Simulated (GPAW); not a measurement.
## Hf2NOS MXene monolayer in an electric field

Aim: the dipole that a field along the normal induces in Hf2NOS MXene monolayer.

Main program and level: GPAW 26.7.0; GPAW, PAW setups; layer in a repeated cell with vacuum, relaxation of atoms and in-plane cell, in the first sound run; inputs show where later runs differ.

**1. The starting structure**

The cell holds 5 atoms: 1 S, 2 Hf, 1 N and 1 O. Its edges and angles: a = 3.217 Å, b = 3.217 Å, c = 23.637 Å, α = 90.0°, β = 90.0°, γ = 120.0°. Vacuum lies along c.

**2. Relaxation**

Forces are removed first; all later runs use this geometry.

Contents of run.py:

```python
import json
import numpy as np
from ase import Atoms
from ase.filters import FrechetCellFilter
from ase.optimize import BFGS
from gpaw import GPAW, PW

slab = Atoms(
    ['S', 'Hf', 'N', 'Hf', 'O'],
    positions=[
        [-0.00000, 1.85762, 9.00000],
        [1.60875, 0.92881, 10.85468],
        [0.00000, 0.00000, 12.12422],
        [-0.00000, 1.85762, 13.39376],
        [1.60875, 0.92881, 14.63653]],
    cell=[[3.2175, 0.0, 0.0], [-1.60875, 2.78644, 0.0], [0.0, 0.0, 23.6365]],
    pbc=[True, True, True])

slab.calc = GPAW(mode=PW(600), xc='PBE', kpts={'size': (12, 12, 1), 'gamma': True},
                 occupations={'name': 'fermi-dirac', 'width': 0.05}, nbands='160%',
                 convergence={'density': 1e-05}, maxiter=200,
                 symmetry={'tolerance': 1e-3}, txt='slab.txt')
result = {}
# The in-plane cell is free; stress needs a cell that repeats along all three vectors
path = []
opt = BFGS(FrechetCellFilter(slab, mask=[1, 1, 0, 0, 0, 1]), maxstep=0.2)
opt.attach(lambda: path.append((slab.get_potential_energy(), slab.positions.tolist(), slab.get_forces().tolist())))
result['relaxed'] = bool(opt.run(fmax=0.02, steps=45))
result['path'] = path
result['cell'] = slab.cell.tolist()
print('in-plane lattice', slab.cell.cellpar().round(4)[[0, 1, 5]])
energy = slab.get_potential_energy()
fermi = slab.calc.get_fermi_level()
v = slab.calc.get_electrostatic_potential().mean((0, 1)) - fermi
n = slab.calc.get_pseudo_density().mean((0, 1))
L = slab.cell[2, 2]
z = np.arange(len(v)) * L / len(v)
low, high = slab.positions[:, 2].min(), slab.positions[:, 2].max()
below, above = np.interp([low - 6.8, high + 6.8], z, v)
slopes = [np.interp(x, z, np.gradient(v, z)) for x in (low - 6.8, high + 6.8)]
eps = np.array([[slab.calc.get_eigenvalues(k, s) for k in range(len(slab.calc.get_ibz_k_points()))]
                for s in range(slab.calc.get_number_of_spins())]) - fermi
top, bottom = eps[eps < 0].max(), eps[eps > 0].min()
dipole = slab.get_dipole_moment()[2]
print(f'energy {energy:.4f} eV, Fermi level {fermi:.4f} eV, dipole {dipole:.5f} e A')
print(f'potential 6.8 A off the faces, from the Fermi level: lower {below:.4f} eV, upper {above:.4f} eV')
print(f'slope of the potential there: lower {slopes[0]:.5f}, upper {slopes[1]:.5f} eV/A')
print(f'nearest levels on the mesh: {top:.4f} and {bottom:.4f} eV')
print('magnetic moment', round(slab.get_magnetic_moment(), 3))
result.update(energy=energy, fermi=fermi, dipole=dipole, below=below, above=above, slopes=slopes, edges=[top, bottom],
              z=z.tolist(), v=v.tolist(), n=n.tolist(), positions=slab.positions.tolist(),
              forces=slab.get_forces(apply_constraint=False).tolist(), moments=slab.get_magnetic_moments().tolist())
json.dump(result, open('result.json', 'w'))
```

On the command line:

```console
OMP_NUM_THREADS=1 OPENBLAS_NUM_THREADS=1 python run.py
```

Output:

```text
Step          Energy          fmax
BFGS:    0      -41.700732        4.140639
BFGS:    1      -42.184077        2.084546
BFGS:    2      -42.431512        1.385160
BFGS:    3      -42.468416        0.636492
BFGS:    4      -42.507639        0.601684
BFGS:    5      -42.561574        0.557757
BFGS:    6      -42.594294        0.490715
BFGS:    7      -42.618514        0.409895
BFGS:    8      -42.625010        0.253104
BFGS:    9      -42.628556        0.113223
BFGS:   10      -42.629643        0.085834
BFGS:   11      -42.630450        0.045439
BFGS:   12      -42.630605        0.020117
BFGS:   13      -42.630523        0.015904
in-plane lattice [  3.2859   3.2859 120.    ]
energy -42.6224 eV, Fermi level -0.1306 eV, dipole 0.07046 e A
potential 6.8 A off the faces, from the Fermi level: lower 5.0710 eV, upper 4.7908 eV
slope of the potential there: lower 0.05772, upper 0.05813 eV/A
nearest levels on the mesh: -0.0188 and 0.0210 eV
magnetic moment 0.0
```

Elapsed: 11 min, on 1 thread of AMD EPYC 9R14 (Zen 4), shared host; peak memory 0.5 GiB.

This step gave:

```
dipole along the normal                    : 0.07046 e·Å
levels nearest the Fermi level on the mesh : -0.01876, 0.02100 eV from the Fermi level
```

The electrostatic potential energy of an electron (without an applied field's), less the Fermi level, planar mean oscillates, so the rows of the table below give means over windows of 0.5 Å about each position, cut where the curve ends. Its maxima inside the range that stand out by 2 % of the span (Å: eV): 9.89: -5.85, 11.73: -6.54, 12.61: -7.87. Its minima: 9.19: -17.3, 10.77: -22.1, 12.17: -12.5, 13.48: -22.9.

Table of electrostatic potential energy of an electron (without an applied field's), less the Fermi level, planar mean by z; means over each step:

```csv
z (Å),"electrostatic potential energy of an electron (without an applied field's), less the Fermi level, planar mean (eV)"
0.0,4.94
0.5,4.96
1.0,4.99
1.5,5.02
2.0,5.05
2.5,5.08
3.0,5.11
3.5,5.13
4.0,5.16
4.5,5.19
5.0,5.22
5.5,5.25
6.0,5.28
6.5,5.30
7.0,5.29
7.5,5.14
8.0,4.24
8.5,-0.0896
9.0,-12.5
9.5,-11.7
10.0,-7.22
10.5,-17.1
11.0,-19.1
11.5,-8.81
12.0,-10.0
12.5,-9.11
13.0,-14.6
13.5,-21.7
14.0,-14.8
14.5,-9.68
15.0,0.880
15.5,3.87
16.0,4.38
16.5,4.50
17.0,4.54
17.5,4.57
18.0,4.60
18.5,4.63
19.0,4.66
19.5,4.69
20.0,4.72
20.5,4.75
21.0,4.78
21.5,4.81
22.0,4.84
22.5,4.87
23.0,4.90
23.5,4.92
```

The pseudo valence density, planar mean oscillates, so the rows of the table below give means over windows of 1 Å about each position, cut where the curve ends. Its maxima inside the range that stand out by 2 % of the span (Å: e/Å³): 9.6: 0.477, 10.9: 1.10, 12.3: 0.647, 13.5: 1.15, 14.4: 0.884. Its minima: 10.0: 0.440, 11.6: 0.468, 12.8: 0.519, 14.0: 0.809.

Pseudo valence density, planar mean against z; means over each step:

```csv
z (Å),"pseudo valence density, planar mean (e/Å³)"
5,6.5e-6
6,1.4e-4
7,0.00362
8,0.0848
9,0.378
10,0.521
11,0.843
12,0.581
13,0.755
14,0.900
15,0.308
16,0.0104
17,3.2e-4
18,1.2e-5
```

The relaxation lowered the energy of the cell by 0.930 eV (energies extrapolated to zero smearing; the optimiser's log prints free energies). The largest force left on a free atom is 0.016 eV/Å.

**3. Plane waves, PBE**

With the geometry fixed, the planar mean of the potential gives the vacuum level on each side.

This step: GPAW, PAW setups; slab in vacuum (GPAW 26.7.0).

The cell differs from the one that the last finished run ended in (c 23.637 → 23.203 Å).

run.py, as its differences from that of step 2:

```diff
@@ -3,4 +3,2 @@
 from ase import Atoms
-from ase.filters import FrechetCellFilter
-from ase.optimize import BFGS
 from gpaw import GPAW, PW
@@ -10,23 +8,16 @@
     positions=[
-        [-0.00000, 1.85762, 9.00000],
-        [1.60875, 0.92881, 10.85468],
-        [0.00000, 0.00000, 12.12422],
-        [-0.00000, 1.85762, 13.39376],
-        [1.60875, 0.92881, 14.63653]],
-    cell=[[3.2175, 0.0, 0.0], [-1.60875, 2.78644, 0.0], [0.0, 0.0, 23.6365]],
-    pbc=[True, True, True])
+        [-0.00000, 1.89712, 9.00000],
+        [1.64296, 0.94856, 10.60099],
+        [-0.00000, -0.00000, 11.96217],
+        [-0.00000, 1.89712, 13.24666],
+        [1.64296, 0.94856, 14.20283]],
+    cell=[[3.28591, -0.0, 0.0], [-1.64296, 2.84569, 0.0], [0.0, 0.0, 23.2028]],
+    pbc=[True, True, False])
 
-slab.calc = GPAW(mode=PW(600), xc='PBE', kpts={'size': (12, 12, 1), 'gamma': True},
+slab.calc = GPAW(mode=PW(500), xc='PBE', kpts={'size': (12, 12, 1), 'gamma': True},
                  occupations={'name': 'fermi-dirac', 'width': 0.05}, nbands='160%',
                  convergence={'density': 1e-05}, maxiter=200,
+                 poissonsolver={'dipolelayer': 'xy'},
                  symmetry={'tolerance': 1e-3}, txt='slab.txt')
 result = {}
-# The in-plane cell is free; stress needs a cell that repeats along all three vectors
-path = []
-opt = BFGS(FrechetCellFilter(slab, mask=[1, 1, 0, 0, 0, 1]), maxstep=0.2)
-opt.attach(lambda: path.append((slab.get_potential_energy(), slab.positions.tolist(), slab.get_forces().tolist())))
-result['relaxed'] = bool(opt.run(fmax=0.02, steps=45))
-result['path'] = path
-result['cell'] = slab.cell.tolist()
-print('in-plane lattice', slab.cell.cellpar().round(4)[[0, 1, 5]])
 energy = slab.get_potential_energy()
```

Output:

```text
energy -41.8508 eV, Fermi level -0.0294 eV, dipole 0.05092 e A
potential 6.8 A off the faces, from the Fermi level: lower 5.4139 eV, upper 4.4235 eV
slope of the potential there: lower -0.00002, upper 0.00022 eV/A
nearest levels on the mesh: -0.0219 and 0.0224 eV
magnetic moment 0.0
```

The job ended after 53 s (1 thread; peak memory 0.28 GiB).

Numbers from this step:

```
dipole along the normal                    : 0.05092 e·Å
levels nearest the Fermi level on the mesh : -0.02190, 0.02235 eV from the Fermi level
upper work function                        : 4.423 eV
lower work function                        : 5.414 eV
```

The electrostatic potential energy of an electron (without an applied field's), less the Fermi level, planar mean oscillates, so the rows of the table below give means over windows of 0.5 Å about each position, cut where the curve ends. Its maxima inside the range that stand out by 2 % of the span (Å: eV): 9.67: -5.85, 11.50: -6.50, 12.37: -7.88. Its minima: 8.99: -17.3, 10.63: -22.1, 11.99: -12.5, 13.24: -22.9.

Electrostatic potential energy of an electron (without an applied field's), less the Fermi level, planar mean against z; means over each step:

z (Å), electrostatic potential energy of an electron (without an applied field's), less the Fermi level, planar mean (eV) and a bar from the least value:
```
      0.0        5.1 ##############################
      0.5        5.4 ##############################
      1.0        5.4 ##############################
      1.5        5.4 ##############################
      2.0        5.4 ##############################
      2.5        5.4 ##############################
      3.0        5.4 ##############################
      3.5        5.4 ##############################
      4.0        5.4 ##############################
      4.5        5.4 ##############################
      5.0        5.4 ##############################
      5.5        5.4 ##############################
      6.0        5.4 ##############################
      6.5        5.4 ##############################
      7.0        5.3 ##############################
      7.5        5.0 #############################
      8.0        3.2 ###########################
      8.5       -4.3 ###################
      9.0      -15.2 ######
      9.5       -8.1 ##############
     10.0      -10.1 ############
     10.5      -20.4 
     11.0      -15.0 ######
     11.5       -7.5 ###############
     12.0      -11.0 ###########
     12.5       -9.4 #############
     13.0      -19.1 ##
     13.5      -19.5 #
     14.0      -13.3 ########
     14.5       -5.0 ##################
     15.0        2.7 ###########################
     15.5        4.1 ############################
     16.0        4.4 #############################
     16.5        4.4 #############################
     17.0        4.4 #############################
     17.5        4.4 #############################
     18.0        4.4 #############################
     18.5        4.4 #############################
     19.0        4.4 #############################
     19.5        4.4 #############################
     20.0        4.4 #############################
     20.5        4.4 #############################
     21.0        4.4 #############################
     21.5        4.4 #############################
     22.0        4.4 #############################
     22.5        4.4 #############################
     23.0        4.6 #############################
```

The pseudo valence density, planar mean oscillates, so the rows of the table below give means over windows of 1 Å about each position, cut where the curve ends. Its maxima inside the range that stand out by 2 % of the span (Å: e/Å³): 9.3: 0.475, 10.6: 1.11, 12.0: 0.646, 13.3: 1.13, 14.1: 0.883. Its minima: 9.7: 0.443, 11.4: 0.472, 12.6: 0.516, 13.7: 0.820.

Table of pseudo valence density, planar mean by z; means over each step:

z (Å), pseudo valence density, planar mean (e/Å³) and a bar:
```
        5       0.00 
        6       0.00 
        7       0.01 
        8       0.14 #####
        9       0.41 ###############
       10       0.62 ######################
       11       0.75 ##########################
       12       0.59 #####################
       13       0.86 ##############################
       14       0.83 #############################
       15       0.18 ######
       16       0.01 
       17       0.00 
       18       0.00
```

Force by atom:

```csv
atom,x (eV/Å),y (eV/Å),z (eV/Å),size
S1,0.0000,0.0000,-0.0042,0.0042
Hf2,0.0000,0.0000,-0.0246,0.0246
N3,0.0000,0.0000,0.0112,0.0112
Hf4,0.0000,0.0000,-0.0262,0.0262
O5,0.0000,0.0000,0.0865,0.0865
```

The potential is flat to 2.2e-4 eV/Å where it is read, so the vacuum is wide enough.

**4. Field on**

A uniform field along the normal polarises the slab; the atoms stay fixed, so this is the electronic response alone.

run.py, as its differences from that of step 3:

```diff
@@ -4,2 +4,3 @@
 from gpaw import GPAW, PW
+from gpaw.external import ConstantElectricField
 
@@ -20,2 +21,3 @@
                  poissonsolver={'dipolelayer': 'xy'},
+                 external=ConstantElectricField(-0.2, [0, 0, 1]),
                  symmetry={'tolerance': 1e-3}, txt='slab.txt')
```

Output:

```text
energy -41.8473 eV, Fermi level 0.0005 eV, dipole -0.01685 e A
potential 6.8 A off the faces, from the Fermi level: lower 4.7140 eV, upper 5.0397 eV
slope of the potential there: lower -0.00002, upper 0.00022 eV/A
nearest levels on the mesh: -0.0214 and 0.0220 eV
magnetic moment 0.0
```

It took 3 min on 1 thread; peak memory 0.62 GiB.

This step gave:

```yaml
dipole_along_the_normal: -0.01685 e·Å
levels_nearest_the_fermi_level_on_the_mesh: -0.02136, 0.02196 eV from the Fermi level
potential_below_the_slab_the_applied_field_s_own_ramp_left_out: 4.714 eV from the Fermi level
potential_above_the_slab_the_applied_field_s_own_ramp_left_out: 5.040 eV from the Fermi level
```

The electrostatic potential energy of an electron (without an applied field's), less the Fermi level, planar mean oscillates, so the rows of the table below give means over windows of 1 Å about each position, cut where the curve ends. Its maxima inside the range that stand out by 2 % of the span (Å: eV): 9.7: -6.22, 11.5: -6.52, 12.4: -7.73. Its minima: 9.0: -17.8, 10.6: -22.3, 12.0: -12.5, 13.2: -22.6.

The electrostatic potential energy of an electron (without an applied field's), less the Fermi level, planar mean by z; means over each step:

z (Å), electrostatic potential energy of an electron (without an applied field's), less the Fermi level, planar mean (eV) and a bar from the least value:
```
        0        4.8 ##############################
        1        4.7 ##############################
        2        4.7 ##############################
        3        4.7 ##############################
        4        4.7 ##############################
        5        4.7 ##############################
        6        4.7 ##############################
        7        4.6 #############################
        8        1.9 ##########################
        9      -12.5 #######
       10      -11.7 ########
       11      -14.9 ###
       12       -9.4 ###########
       13      -17.3 
       14      -12.7 ######
       15        2.5 ###########################
       16        5.0 ##############################
       17        5.0 ##############################
       18        5.0 ##############################
       19        5.0 ##############################
       20        5.0 ##############################
       21        5.0 ##############################
       22        5.0 ##############################
       23        5.0 ##############################
```

Force by atom:

```csv
atom,x (eV/Å),y (eV/Å),z (eV/Å),size
S1,0.000,0.000,0.014,0.014
Hf2,0.000,0.000,-0.047,0.047
N3,0.000,0.000,0.036,0.036
Hf4,0.000,0.000,-0.134,0.134
O5,0.000,0.000,0.175,0.175
```

The dipole is now -0.0168 e Å, against 0.051 in the run without a field.

**5. Field on**

run.py, as its differences from that of step 4:

```diff
@@ -21,3 +21,3 @@
                  poissonsolver={'dipolelayer': 'xy'},
-                 external=ConstantElectricField(-0.2, [0, 0, 1]),
+                 external=ConstantElectricField(-0.1, [0, 0, 1]),
                  symmetry={'tolerance': 1e-3}, txt='slab.txt')
```

Output:

```text
energy -41.8474 eV, Fermi level -0.0141 eV, dipole 0.01716 e A
potential 6.8 A off the faces, from the Fermi level: lower 5.0636 eV, upper 4.7311 eV
slope of the potential there: lower -0.00003, upper 0.00022 eV/A
nearest levels on the mesh: -0.0216 and 0.0221 eV
magnetic moment 0.0
```

The job ended after 3 min (1 thread; peak memory 0.62 GiB).

This step gave:

* dipole along the normal: 0.01716 e·Å
* levels nearest the Fermi level on the mesh: -0.02163, 0.02215 eV from the Fermi level
* potential below the slab, the applied field's own ramp left out: 5.064 eV from the Fermi level
* potential above the slab, the applied field's own ramp left out: 4.731 eV from the Fermi level

The electrostatic potential energy of an electron (without an applied field's), less the Fermi level, planar mean oscillates, so the rows of the table below give means over windows of 1 Å about each position, cut where the curve ends. Its maxima inside the range that stand out by 2 % of the span (Å: eV): 9.7: -6.03, 11.5: -6.51, 12.4: -7.80. Its minima: 9.0: -17.5, 10.6: -22.2, 12.0: -12.5, 13.2: -22.8.

Table of electrostatic potential energy of an electron (without an applied field's), less the Fermi level, planar mean by z; means over each step:

```csv
z (Å),"electrostatic potential energy of an electron (without an applied field's), less the Fermi level, planar mean (eV)"
0,5.00
1,5.06
2,5.06
3,5.06
4,5.06
5,5.06
6,5.06
7,4.95
8,2.25
9,-12.2
10,-11.6
11,-14.8
12,-9.44
13,-17.4
14,-12.9
15,2.22
16,4.65
17,4.73
18,4.73
19,4.73
20,4.73
21,4.73
22,4.73
23,4.76
```

Force by atom:

```csv
atom,x (eV/Å),y (eV/Å),z (eV/Å),size
S1,0.000,0.000,0.005,0.005
Hf2,0.000,0.000,-0.036,0.036
N3,0.000,0.000,0.024,0.024
Hf4,0.000,0.000,-0.080,0.080
O5,0.000,0.000,0.130,0.130
```

The dipole is now 0.0172 e Å, against 0.051 in the run without a field.

**6. In a field**

run.py, as its differences from that of step 5:

```diff
@@ -21,3 +21,3 @@
                  poissonsolver={'dipolelayer': 'xy'},
-                 external=ConstantElectricField(-0.1, [0, 0, 1]),
+                 external=ConstantElectricField(-0.05, [0, 0, 1]),
                  symmetry={'tolerance': 1e-3}, txt='slab.txt')
```

Output:

```text
energy -41.8486 eV, Fermi level -0.0217 eV, dipole 0.03416 e A
potential 6.8 A off the faces, from the Fermi level: lower 5.2386 eV, upper 4.5772 eV
slope of the potential there: lower -0.00003, upper 0.00022 eV/A
nearest levels on the mesh: -0.0218 and 0.0222 eV
magnetic moment 0.0
```

It took 3 min on 1 thread; peak memory 0.62 GiB.

The electrostatic potential energy of an electron (without an applied field's), less the Fermi level, planar mean oscillates, so the rows of the table below give means over windows of 0.5 Å about each position, cut where the curve ends. Its maxima inside the range that stand out by 2 % of the span (Å: eV): 9.67: -5.94, 11.50: -6.50, 12.37: -7.84. Its minima: 8.99: -17.4, 10.63: -22.2, 11.99: -12.5, 13.24: -22.9.

The electrostatic potential energy of an electron (without an applied field's), less the Fermi level, planar mean by z; means over each step:

```csv
z (Å),"electrostatic potential energy of an electron (without an applied field's), less the Fermi level, planar mean (eV)"
0.0,5.03
0.5,5.22
1.0,5.24
1.5,5.24
2.0,5.24
2.5,5.24
3.0,5.24
3.5,5.24
4.0,5.24
4.5,5.24
5.0,5.24
5.5,5.24
6.0,5.23
6.5,5.22
7.0,5.15
7.5,4.81
8.0,3.07
8.5,-4.41
9.0,-15.3
9.5,-8.18
10.0,-10.2
10.5,-20.5
11.0,-15.0
11.5,-7.54
12.0,-11.0
12.5,-9.34
13.0,-19.0
13.5,-19.4
14.0,-13.2
14.5,-4.88
15.0,2.80
15.5,4.26
16.0,4.52
16.5,4.56
17.0,4.57
17.5,4.57
18.0,4.58
18.5,4.58
19.0,4.58
19.5,4.58
20.0,4.58
20.5,4.58
21.0,4.58
21.5,4.58
22.0,4.58
22.5,4.58
23.0,4.68
```

(Part 1 of 2 ends here.)

[Logs are printed without paths, hosts, clocks, repeated set-up lines and the standing remarks that a program may print on its own settings, such as how far it seeks lower states.]

[Hosts, paths, dates, database ids (printed as entryN), source tags and the programs' standing remarks are cut or masked in the printed files.]
